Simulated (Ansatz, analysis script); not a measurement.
# Energy of spin spirals in a free-standing square Rh monolayer, spacing 2.74 Å

Wanted: E(q) and the moments of a free-standing square Rh monolayer, spacing 2.74 Å along a path through the zone.

Main program and level: Ansatz 0.2.0; PBE, PAW set soft_1.

### 1. Set-up

The cell holds 1 atom: 1 Rh. Its edges and angles: a = 2.740 Å, b = 2.740 Å, c = 14.000 Å, α = 90.0°, β = 90.0°, γ = 90.0°. An idealised lattice of chosen spacing, in vacuum. Vacuum lies along c.

### 2. The collinear state

First a free collinear run, to see which state the typed moments lead to.

Input file input.yaml:

```yaml
crystal:
  lattice:
    - [2.74, 0.0, 0.0]
    - [0.0, 2.74, 0.0]
    - [0.0, 0.0, 14.0]
  atoms:
    - { symbol: Rh, position: [0.0, 0.0, 0.5], spin: 1.0 }
magnetization:
  spin_polarized: true
kpoints:
  mp_grid: { grid: [8, 8, 1] }
hamiltonian:
  xc: pbe
  pseudopotentials: { kind: paw, azcp: { folder: soft_1 } }
scf:
  occupations: { method: fermi_dirac, width: 0.1 }
  max_iter: 120
  convergence: { dr2_threshold: 1.0e-08 }
  lower_state_search: "off"
```

Command:

```
$ ansatz run input.yaml --threads 4 --pin off --max-ram 8192MiB --backend cpu --events-out ev --progress --plain --runs-dir out
```

Numbers of over 12 decimals in the logs are rounded to 6 here.

Output:

```text
Engine: ansatz 0.2.0, x86_64-unknown-linux-gnu
Pseudopotentials: kind: paw
Pseudopotential: Rh, paw, valence charge 17, recommended cutoff 420 eV (normal), soft_1/Rh.paw.azcp
Functional definition: PBE
  parameter kappa = 0.804
  parameter beta = 0.066725
  exchange = pbe_x(kappa = kappa, mu = beta*pi^2/3)
  correlation = pbe_c(beta = beta)
Crystal: 1 atoms, lattice volume = 105.106 Å³
Basis set: ecut = 420 eV, 2107 PW (Γ)
Bands: 13, of which v1, the nominal top of the filled ones, is band 9 counted from 1 (8 counted from 0)
Symmetry: 16 space group operations
Space group: P4/mmm (ITA 123), of the structure as read, at distance tolerance 4.7e-5 Å
Magnetic group: BNS 123.339 (UNI 999), of the structure as read, at distance tolerance 4.7e-5 Å
k-points: 15 of 64
Non-local potential: Rh, projectors of the file, l = 0: 3, l = 1: 2, l = 2: 2, l = 3: 1
PAW form: soft (Blöchl's): semilocal exchange-correlation on the pseudo side does not see the compensation charge
PAW one-centre angular grid: Rh, 590 points (default); XC on 64 Gauss nodes
Initial density: superposition of atomic densities (neutral atoms: chi_scale 0, normalization atom)
Starting moments: Σ|m| = 1 μB on 1 of 1 site
Initial wavefunctions: pseudopotential atomic-orbital guess
Functional: x = pbe(κ = 0.804, μ = 0.219515), c = pbe(β = 0.066725)
iter 1 solved again at ethr=2.56e-3 eV; its pass at ethr=3.10e-3 eV (dr2=4.35e-1 eV) is discarded
SCF iter   1: F=—  HF=-6400.642657 eV  |F-HF|=—  |Δ(HF+E_count)|=         —  Δρ=1.45e-2 (↑1.45e-2 ↓1.08e-2)  dr2=4.40e-1  dr2_m=4.45e-2  M=1.050 μB ∫|m|=1.058 μB  β_m=1.00  ethr=2.56e-3  ⟨swp⟩=1.0  Hψ=2761  notcnv=0
preconditioner: auto → LDOS  [metal: Δε(μ)=0.031 eV  Ē_g=6.661 eV  σ=0.100 eV  W_gap=0.08  n_scr=8 (ndim 8)  ℏωp=10.9 eV  f_vac=0.690  D(μ)=2.82/eV (n_scr^D=8)]
spin=Collinear: LDOS preconditioning applied to the charge; magnetization (m = ρ↑ − ρ↓) channel mixes plain (no charge-response kernel on spin).
SCF iter   2: F=—  HF=-6400.607099 eV  |F-HF|=—  |Δ(HF+E_count)|=   3.56e-2  Δρ=8.70e-3 (↑4.12e-3 ↓8.70e-3)  dr2=1.26e-1  dr2_m=1.73e-2  M=1.223 μB ∫|m|=1.241 μB  β_m=1.00  ethr=2.56e-3  ⟨swp⟩=2.5  Hψ=549  notcnv=0
SCF iter   3: F=—  HF=-6400.586848 eV  |F-HF|=—  |Δ(HF+E_count)|=   2.03e-2  Δρ=3.65e-3 (↑3.01e-3 ↓3.65e-3)  dr2=1.49e-2  dr2_m=6.51e-3  M=1.325 μB ∫|m|=1.349 μB  β_m=1.00  ethr=7.41e-4  ⟨swp⟩=2.3  Hψ=731  notcnv=0
SCF iter   4: F=—  HF=-6400.590785 eV  |F-HF|=—  |Δ(HF+E_count)|=   3.94e-3  Δρ=1.19e-3 (↑9.59e-4 ↓1.19e-3)  dr2=1.47e-3  dr2_m=5.60e-4  M=1.346 μB ∫|m|=1.374 μB  β_m=1.00  ethr=8.78e-5  ⟨swp⟩=2.3  Hψ=603  notcnv=0
SCF iter   5: F=—  HF=-6400.595994 eV  |F-HF|=—  |Δ(HF+E_count)|=   5.21e-3  Δρ=6.17e-4 (↑5.56e-4 ↓6.17e-4)  dr2=3.67e-4  dr2_m=2.01e-4  M=1.356 μB ∫|m|=1.388 μB  β_m=0.30  ethr=8.67e-6  ⟨swp⟩=2.1  Hψ=683  notcnv=0
Mixer restart at iter 5: flushing history
spin-set hold released at iteration 5 (site moments contracting): the magnetisation degrees of freedom join the quasi-Newton model from the next iteration; the mixer history was flushed
SCF iter   6: F=—  HF=-6400.598670 eV  |F-HF|=—  |Δ(HF+E_count)|=   2.68e-3  Δρ=6.07e-4 (↑6.07e-4 ↓5.95e-4)  dr2=1.07e-4  dr2_m=2.99e-4  M=1.365 μB ∫|m|=1.397 μB  β_m=0.65  ethr=2.16e-6  ⟨swp⟩=1.7  Hψ=436  notcnv=0
SCF iter   7: F=—  HF=-6400.601826 eV  |F-HF|=—  |Δ(HF+E_count)|=   3.16e-3  Δρ=4.81e-4 (↑3.75e-4 ↓4.81e-4)  dr2=2.05e-5  dr2_m=1.71e-4  M=1.388 μB ∫|m|=1.423 μB  β_m=0.77  ethr=6.31e-7  ⟨swp⟩=2.1  Hψ=724  notcnv=0
SCF iter   8: F=—  HF=-6400.601939 eV  |F-HF|=—  |Δ(HF+E_count)|=   1.13e-4  Δρ=2.26e-4 (↑2.26e-4 ↓1.98e-4)  dr2=1.43e-5  dr2_m=3.70e-5  M=1.397 μB ∫|m|=1.433 μB  β_m=0.87  ethr=1.20e-7  ⟨swp⟩=2.1  Hψ=658  notcnv=0
SCF iter   9: F=—  HF=-6400.601958 eV  |F-HF|=—  |Δ(HF+E_count)|=   1.86e-5  Δρ=4.99e-5 (↑2.97e-5 ↓4.99e-5)  dr2=4.16e-6  dr2_m=4.20e-7  M=1.399 μB ∫|m|=1.437 μB  β_m=0.74  ethr=8.40e-8  ⟨swp⟩=2.3  Hψ=668  notcnv=0
SCF iter  10: F=—  HF=-6400.601954 eV  |F-HF|=—  |Δ(HF+E_count)|=   3.94e-6  Δρ=1.17e-5 (↑7.62e-6 ↓1.17e-5)  dr2=5.57e-8  dr2_m=8.13e-8  M=1.400 μB ∫|m|=1.437 μB  β_m=0.85  ethr=2.45e-8  ⟨swp⟩=2.5  Hψ=628  notcnv=0
iter 11 did not close the SCF: its close was put off for a magnetic moment that had not settled (scf_convergence_deferred on its scf_iter line)
SCF iter  11: F=-6400.601954 eV  HF=-6400.601954 eV  |F-HF|=5.25e-9  |Δ(HF+E_count)|=   1.56e-7  Δρ=3.14e-6 (↑1.66e-6 ↓3.14e-6)  dr2=5.84e-9  dr2_m=4.26e-9  M=1.400 μB ∫|m|=1.437 μB  β_m=0.93  ethr=5.88e-11  ⟨swp⟩=3.3  Hψ=1016  notcnv=0
SCF iter  12: F=-6400.601954 eV  HF=-6400.601954 eV  |F-HF|=1.15e-10  |Δ(HF+E_count)|=   8.75e-9  Δρ=5.16e-7 (↑2.87e-7 ↓5.16e-7)  dr2=2.22e-10  dr2_m=9.61e-11  M=1.400 μB ∫|m|=1.437 μB  ethr=3.43e-11  ⟨swp⟩=1.0  Hψ=1154  notcnv=0
SCF 1 converged in 12 iterations: F = -6400.601954 eV  dr2 = 2.22e-10
  greatest PAW one-centre occupation: 1.000 electrons in one spin orbital (limit 2), on the Rh atom at site 0 (counted from 0), in its partial waves of l = 0
SCF converged after 12 iterations
Magnetization: 1.3998 μB (9.1999 up, 7.8001 down)
Absolute magnetization: 1.4374 μB (∫|ρ↑−ρ↓|, with the PAW one-centre terms)
Spin contamination: 0.0083 ħ² per cell (⟨S²⟩ above its minimum at these occupations)
Per-site moments (μB) at R_I (Å): [(1.320466, 1.130250)]
Free energy (F): -6400.601954 eV
Harris-Foulkes:  -6400.601954 eV  (|F-HF|=1.15e-10)
Internal energy: -6400.533971 eV  (E = F + TS)
E sigma→0 (E₀):  -6400.567963 eV
Entropy (-TS):   -0.067983 eV (-67.983 meV/atom)
Fermi energy:    -1.693607 eV
--- Per-component energies (eV) ---
  E_band       = -472.113856
  E_kinetic    = 531.116675
  E_local      = -8299.352782  (includes V_loc(G=0)·N_el)
  E_nonlocal   = 302.785652
  E_hartree    = 3764.984047
  E_xc         = -196.999969
  E_vxc        = -246.556182  (∫ρ·V_xc dr)
  E_paw        = -3604.482074  (= ΣΔE_a)
  E_vpaw       = -290.076019  (= ΣTr[D̂ρ^β])
  E_aug_tail   = 0.000112  (compensation charges beyond the density's cutoff)
  E_ewald      = 1101.414368
  E_smearing   = -0.067983  (= −TS)
  E_closure    = -0.000000  (closes the sum)
  Σ components = -6400.601954   (vs F -6400.601954, Δ=0.00e0)
```

Elapsed: 0.75 s, on 4 threads of Intel Xeon Platinum 8488C (Sapphire Rapids), shared host; peak memory 0.33 GiB; 2.2 s of CPU time.

Spin moment in the atom's sphere by atom:

| atom | spin moment in the atom's sphere (μB) |
| --- | --- |
| Rh1 | 1.32 |

The run ends ferromagnetic, with a net moment of 1.4 μB a cell. With one Rh atom carrying the moment, parallel order of its images is forced by the cell, not found.

### 3. The same state on a denser mesh

Levels at the Fermi energy are partly filled, so moments and energy differences can hang on the k-mesh, and the state is solved again on a denser one.

input.yaml, the sections that differ from step 2:

```yaml
crystal:
  lattice:
    - [2.74, 0.0, 0.0]
    - [0.0, 2.74, 0.0]
    - [0.0, 0.0, 14.0]
  atoms:
    - { symbol: Rh, position: [0.0, 0.0, 0.5], spin: 1.32 }
kpoints:
  mp_grid: { grid: [20, 20, 1] }
basis:
  ecutwfc: 420.0
checkpoint:
  read: start
  write: ck
  compress: false
  write_wavefunctions: false
  write_every: 100000
# magnetization, hamiltonian, scf: as in step 2
```

Output:

```text
[...]
SCF converged after 7 iterations
Magnetization: 1.4406 μB (9.2203 up, 7.7797 down)
Absolute magnetization: 1.4703 μB (∫|ρ↑−ρ↓|, with the PAW one-centre terms)
[...]
Per-site moments (μB) at R_I (Å): [(1.344534, 1.130250)]
Free energy (F): -6400.584678 eV
[...]
Internal energy: -6400.511046 eV  (E = F + TS)
E sigma→0 (E₀):  -6400.547862 eV
Entropy (-TS):   -0.073633 eV (-73.633 meV/atom)
Fermi energy:    -1.717126 eV
[...]
```

It took 1.4 s on 4 threads; peak memory 0.46 GiB; 5 s of CPU time.

Spin moment in the atom's sphere by atom:

| atom | spin moment in the atom's sphere (μB) |
| --- | --- |
| Rh1 | 1.34 |

The run ends ferromagnetic, with a net moment of 1.44 μB a cell, against 1.4 μB on the first mesh.

Each spiral starts from these moments, tilted 90° from the rotation axis z (a flat spiral); sizes are free, while the program holds flat spirals in their plane. Spin–orbit coupling is switched off, so the energy does not depend on how the axis lies in the crystal. The folder named start holds the saved collinear state, from which each run begins.

### 4. q = (0, 0, 0)

The reference is the same input at q = 0, so that basis and exchange-correlation form match those at other q. Every q is chosen so that q/2 is a mesh vector: every spiral then samples the k-points of q = 0, and much mesh noise cancels.

input.yaml, the sections that differ from step 3:

```yaml
crystal:
  lattice:
    - [2.74, 0.0, 0.0]
    - [0.0, 2.74, 0.0]
    - [0.0, 0.0, 14.0]
  atoms:
    - { symbol: Rh, position: [0.0, 0.0, 0.5], spin: 1.34, spin_axis: [1.0, 0.0, 0.0] }
magnetization:
  noncollinear: true
  spin_spiral: { q: [0.0, 0.0, 0.0] }
checkpoint:
  read: start
# kpoints, hamiltonian, scf, basis: as in step 3
```

Command:

```
$ ansatz run input.yaml --threads 1 --pin off --max-ram 2048MiB --backend cpu --events-out ev --progress --plain --runs-dir out
```

Output:

```text
Warning: checkpoint.read: spin treatment differs: saved collinear, current noncollinear; the saved charge density seeds this run and the saved magnetisation is carried along the axis that this deck's starting moments share; the saved density holds an absolute magnetisation of 1.5e0 μB; saved orbitals and DFT+U occupations are not carried; the saved PAW projector densities are carried along that axis
Warning: checkpoint.read: magnetization.spin_spiral differs: saved none, current q = [0, 0, 0]; the saved state is no spin spiral's: the SCF starts from none of its orbitals and from its density, each atom's moment turned about z as a whole to its place on this deck's spiral. A spiral's own state at q: [0, 0, 0] serves better
[...]
Crystal: 1 atoms, lattice volume = 105.106 Å³
Basis set: ecut = 420 eV, 2107 PW (Γ)
Bands: 26, of which v1, the nominal top of the filled ones, is band 17 counted from 1 (16 counted from 0)
[... 1 set-up line as in the run before ...]
k-points: 66 of 400
Spin spiral: q = (0, 0, 0) of the reciprocal vectors; moments are told in the frame that turns with it, a site's in that at the site
[...]
SCF iter   1: F=—  HF=-6400.584621 eV  |F-HF|=—  |Δ(HF+E_count)|=         —  Δρ=2.02e-6  dr2=1.39e-9  dr2_m=9.83e-10  ethr=3.20e-7  |M|=1.44e0 ∫|m|=1.47e0 μB  |m|>n=3.1e-2 m-floor=3.1e-2 τ_xc=8.2e-14 mc-row=3.1e-2  β_m=0.30  ⟨swp⟩=3.8  Hψ=12233  notcnv=0
eigensolver tolerance schedule: the retry pair's looser diagonalisation over-reported the residual by 39171.28 of it (diagonalisation noise at an unbounded share of the residual, at the tolerance the schedule requests for it); recorded, not acted on — ethr = c·dr2/N_el stays at c = 1.0e-1
[...]
SCF iter   2: F=—  HF=-6400.584678 eV  |F-HF|=—  |Δ(HF+E_count)|=   5.66e-5  Δρ=1.69e-6  dr2=6.49e-10  dr2_m=6.85e-10  ethr=8.17e-12  |M|=1.44e0 ∫|m|=1.47e0 μB  |m|>n=3.2e-2 m-floor=3.2e-2 τ_xc=5.0e-9 mc-row=3.2e-2 uncertified=2  β_m=0.65  ⟨swp⟩=4.3  Hψ=4816  notcnv=0
SCF iter   3: F=-6400.584678 eV  HF=-6400.584678 eV  |F-HF|=8.60e-10  |Δ(HF+E_count)|=  7.73e-10  Δρ=8.26e-7  dr2=1.15e-9  dr2_m=1.10e-10  ethr=3.82e-12  |M|=1.44e0 ∫|m|=1.47e0 μB  |m|>n=3.2e-2 m-floor=3.2e-2 τ_xc=5.0e-9 mc-row=3.2e-2 uncertified=2  ⟨swp⟩=1.0  Hψ=4758  notcnv=0
SCF 1 converged in 3 iterations: F = -6400.584678 eV  dr2 = 1.15e-9
[...]
SCF converged after 3 iterations
Magnetization: |M| = 1.4406 μB,  M = (+1.4406, -0.0000, +0.0000) μB
Absolute magnetization: 1.4702 μB (∫|m|, with the PAW one-centre terms)
  site 0: m = (+1.3445, -0.0000, +0.0000) μB, |m| = 1.3445 μB  (R = 1.13 Å)
Free energy (F): -6400.584678 eV
[...]
Internal energy: -6400.511044 eV  (E = F + TS)
E sigma→0 (E₀):  -6400.547861 eV
Entropy (-TS):   -0.073634 eV (-73.634 meV/atom)
Fermi energy:    -1.717043 eV
[...]
```

It took 13 s on 1 thread; peak memory 0.61 GiB.

The largest moment is 1.34 μB, against 1.34 μB in the collinear run.

### 5. q = (0, 0.2, 0)

Only q changes. The cell stays that of the crystal, since the generalised Bloch theorem carries the rotation from cell to cell.

input.yaml: that of step 4 with these lines changed.

```diff
@@ -21,3 +21,3 @@
   noncollinear: true
-  spin_spiral: { q: [0.0, 0.0, 0.0] }
+  spin_spiral: { q: [0.0, 0.2, 0.0] }
 checkpoint:
```

Output:

```text
[...]
Crystal: 1 atoms, lattice volume = 105.106 Å³
Basis set: ecut = 420 eV, 2107 PW (Γ)
Bands: 26, of which v1, the nominal top of the filled ones, is band 17 counted from 1 (16 counted from 0)
Symmetry: 4 space group operations
k-points: 121 of 400
[...]
SCF iter  10: F=-6400.553767 eV  HF=-6400.553767 eV  |F-HF|=7.09e-11  |Δ(HF+E_count)|=   3.19e-9  Δρ=7.21e-7  dr2=1.22e-10  dr2_m=1.28e-10  ethr=1.62e-11  |M|=1.24e0 ∫|m|=1.31e0 μB  |m|>n=3.1e-2 m-floor=3.1e-2 τ_xc=4.6e-3 mc-row=3.1e-2 uncertified=2  ⟨swp⟩=1.0  Hψ=8728  notcnv=0
SCF 1 converged in 10 iterations: F = -6400.553767 eV  dr2 = 1.22e-10
[...]
SCF converged after 10 iterations
an eigenvalue changed by more than its tolerance at an iteration that met the thresholds in force, so the SCF went on 1 time: the last check found none over its tolerance
Magnetization: |M| = 1.2401 μB,  M = (+1.2401, -0.0000, +0.0000) μB
Absolute magnetization: 1.3122 μB (∫|m|, with the PAW one-centre terms)
  site 0: m = (+1.1867, -0.0000, +0.0000) μB, |m| = 1.1867 μB  (R = 1.13 Å)
Free energy (F): -6400.553767 eV
[...]
Internal energy: -6400.462135 eV  (E = F + TS)
E sigma→0 (E₀):  -6400.507951 eV
Entropy (-TS):   -0.091632 eV (-91.632 meV/atom)
Fermi energy:    -1.723826 eV
[...]
```

It took 47 s on 1 thread; peak memory 0.86 GiB.

The energy of the cell lies 30.9 meV above that at q = 0, and the largest moment is 1.19 μB against 1.34 μB.

### 6. q = (0, 0.5, 0)

input.yaml: that of step 5 with these lines changed.

```diff
@@ -21,3 +21,3 @@
   noncollinear: true
-  spin_spiral: { q: [0.0, 0.2, 0.0] }
+  spin_spiral: { q: [0.0, 0.5, 0.0] }
 checkpoint:
```

Output:

```text
[...]
Crystal: 1 atoms, lattice volume = 105.106 Å³
Basis set: ecut = 420 eV, 2107 PW (Γ)
Bands: 26, of which v1, the nominal top of the filled ones, is band 17 counted from 1 (16 counted from 0)
[... 1 set-up line as in the run before ...]
k-points: 121 of 400
[...]
SCF iter  11: F=-6400.520377 eV  HF=-6400.520377 eV  |F-HF|=6.73e-11  |Δ(HF+E_count)|=   1.39e-9  Δρ=9.64e-7  dr2=3.82e-10  dr2_m=2.21e-10  ethr=1.45e-11  |M|=8.50e-1 ∫|m|=9.55e-1 μB  |m|>n=2.9e-2 m-floor=2.9e-2 τ_xc=1.0e-3 mc-row=2.9e-2  ⟨swp⟩=1.0  Hψ=8204  notcnv=0
SCF 1 converged in 11 iterations: F = -6400.520377 eV  dr2 = 3.82e-10
[...]
SCF converged after 11 iterations
Magnetization: |M| = 0.8504 μB,  M = (+0.8504, +0.0000, +0.0000) μB
Absolute magnetization: 0.9549 μB (∫|m|, with the PAW one-centre terms)
  site 0: m = (+0.8460, +0.0000, +0.0000) μB, |m| = 0.8460 μB  (R = 1.13 Å)
Free energy (F): -6400.520377 eV
[...]
Internal energy: -6400.411593 eV  (E = F + TS)
E sigma→0 (E₀):  -6400.465985 eV
Entropy (-TS):   -0.108784 eV (-108.784 meV/atom)
Fermi energy:    -1.753179 eV
[...]
```

Wall time 49 s (1 thread); peak memory 0.88 GiB.

The energy of the cell lies 64.3 meV above that at q = 0, and the largest moment is 0.846 μB against 1.34 μB.

### 7. q = (0.2, 0.5, 0)

input.yaml: that of step 6 with these lines changed.

```diff
@@ -21,3 +21,3 @@
   noncollinear: true
-  spin_spiral: { q: [0.0, 0.5, 0.0] }
+  spin_spiral: { q: [0.2, 0.5, 0.0] }
 checkpoint:
```

Output:

```text
[...]
Crystal: 1 atoms, lattice volume = 105.106 Å³
Basis set: ecut = 420 eV, 2107 PW (Γ)
Bands: 26, of which v1, the nominal top of the filled ones, is band 17 counted from 1 (16 counted from 0)
Symmetry: 2 space group operations
k-points: 202 of 400
[...]
SCF iter  13: F=-6400.505713 eV  HF=-6400.505713 eV  |F-HF|=1.33e-10  |Δ(HF+E_count)|=   1.18e-9  Δρ=6.82e-7  dr2=2.61e-10  dr2_m=6.01e-11  ethr=1.19e-11  |M|=5.11e-1 ∫|m|=5.99e-1 μB  |m|>n=2.9e-2 m-floor=2.9e-2 τ_xc=1.4e-3 mc-row=2.9e-2  ⟨swp⟩=1.0  Hψ=14869  notcnv=0
SCF 1 converged in 13 iterations: F = -6400.505713 eV  dr2 = 2.61e-10
[...]
SCF converged after 13 iterations
Magnetization: |M| = 0.5114 μB,  M = (+0.5114, -0.0000, +0.0000) μB
Absolute magnetization: 0.5993 μB (∫|m|, with the PAW one-centre terms)
  site 0: m = (+0.5234, -0.0000, +0.0000) μB, |m| = 0.5234 μB  (R = 1.13 Å)
Free energy (F): -6400.505713 eV
[...]
Internal energy: -6400.381766 eV  (E = F + TS)
E sigma→0 (E₀):  -6400.443740 eV
Entropy (-TS):   -0.123947 eV (-123.947 meV/atom)
Fermi energy:    -1.831135 eV
[...]
```

Wall time 90 s (1 thread); peak memory 1.2 GiB.

The energy of the cell lies 79.0 meV above that at q = 0, and the largest moment is 0.523 μB against 1.34 μB.

### 8. q = (0.5, 0.5, 0)

input.yaml: that of step 7 with these lines changed.

```diff
@@ -21,3 +21,3 @@
   noncollinear: true
-  spin_spiral: { q: [0.2, 0.5, 0.0] }
+  spin_spiral: { q: [0.5, 0.5, 0.0] }
 checkpoint:
```

Output:

```text
[...]
Crystal: 1 atoms, lattice volume = 105.106 Å³
Basis set: ecut = 420 eV, 2107 PW (Γ)
Bands: 26, of which v1, the nominal top of the filled ones, is band 17 counted from 1 (16 counted from 0)
[... 1 set-up line as in the run before ...]
k-points: 111 of 400
[...]
SCF converged after 14 iterations
Magnetization: |M| = 0.0000 μB,  M = (-0.0000, -0.0000, +0.0000) μB
Absolute magnetization: 0.0000 μB (∫|m|, with the PAW one-centre terms)
  site 0: m = (-0.0000, -0.0000, +0.0000) μB, |m| = 0.0000 μB  (R = 1.13 Å)
Free energy (F): -6400.501040 eV
[...]
Internal energy: -6400.368753 eV  (E = F + TS)
E sigma→0 (E₀):  -6400.434897 eV
Entropy (-TS):   -0.132287 eV (-132.287 meV/atom)
Fermi energy:    -1.890470 eV
[...]
```

It took 56 s on 1 thread; peak memory 0.85 GiB.

The energy of the cell lies 83.6 meV above that at q = 0, and the largest moment is 0 μB against 1.34 μB.

The other 2 runs of this kind were made alike; their results stand in the table below.

### 9. The spirals together

| q (reciprocal lattice) | path length (1/Å) | E(q) − E(0) (meV a magnetic atom) | \|m\| Rh no. 1 (μB) |
| --- | --- | --- | --- |
| (0, 0, 0) | 0.000 | 0.00 | 1.34 |
| (0, 0.2, 0) | 0.459 | 30.91 | 1.19 |
| (0, 0.5, 0) | 1.147 | 64.30 | 0.85 |
| (0.2, 0.5, 0) | 1.605 | 78.96 | 0.52 |
| (0.5, 0.5, 0) | 2.293 | 83.64 | 0.00 |
| (0.3, 0.3, 0) | 2.942 | 83.49 | 0.24 |
| (0.2, 0.2, 0) | 3.266 | 51.83 | 0.98 |
| (0, 0, 0) | 3.915 | 0.00 | 1.34 |

### 10. What came out

- lowest point of the path: q = 0
- highest point: 83.6 meV a magnetic atom

In words: No spiral that was run lies below the ferromagnetic state at q = 0, and winding the moments costs up to 83.6 meV a magnetic atom. Where the moments vanish, the energy is that of the state without moments, not of a spiral. The moments change by at most 100 % from their size at q = 0, so they are itinerant and a model of rigid spins is rough. No spin model is given, since the moments change too much along the path. The 7 spiral runs took 6.1 min of wall time, added up. Energies are free energies at a smearing of 0.1 eV, and with partly filled levels differences shift, at times strongly, as the smearing goes to zero. The cell was taken as built, with atoms unrelaxed. In doubt: the program's search for lower states was switched off, so a lower magnetic state than those reached may exist.

[Logs and program files are shortened in this print: banners, set-up blocks, solver, clock and traceback lines can be left out without a mark of their own.]

[Logs are printed without paths, hosts, clocks, repeated set-up lines and the standing remarks that a program may print on its own settings, such as how far it seeks lower states.]

[Hosts, paths, dates, database ids (printed as entryN), source tags and the programs' standing remarks are cut or masked in the printed files.]
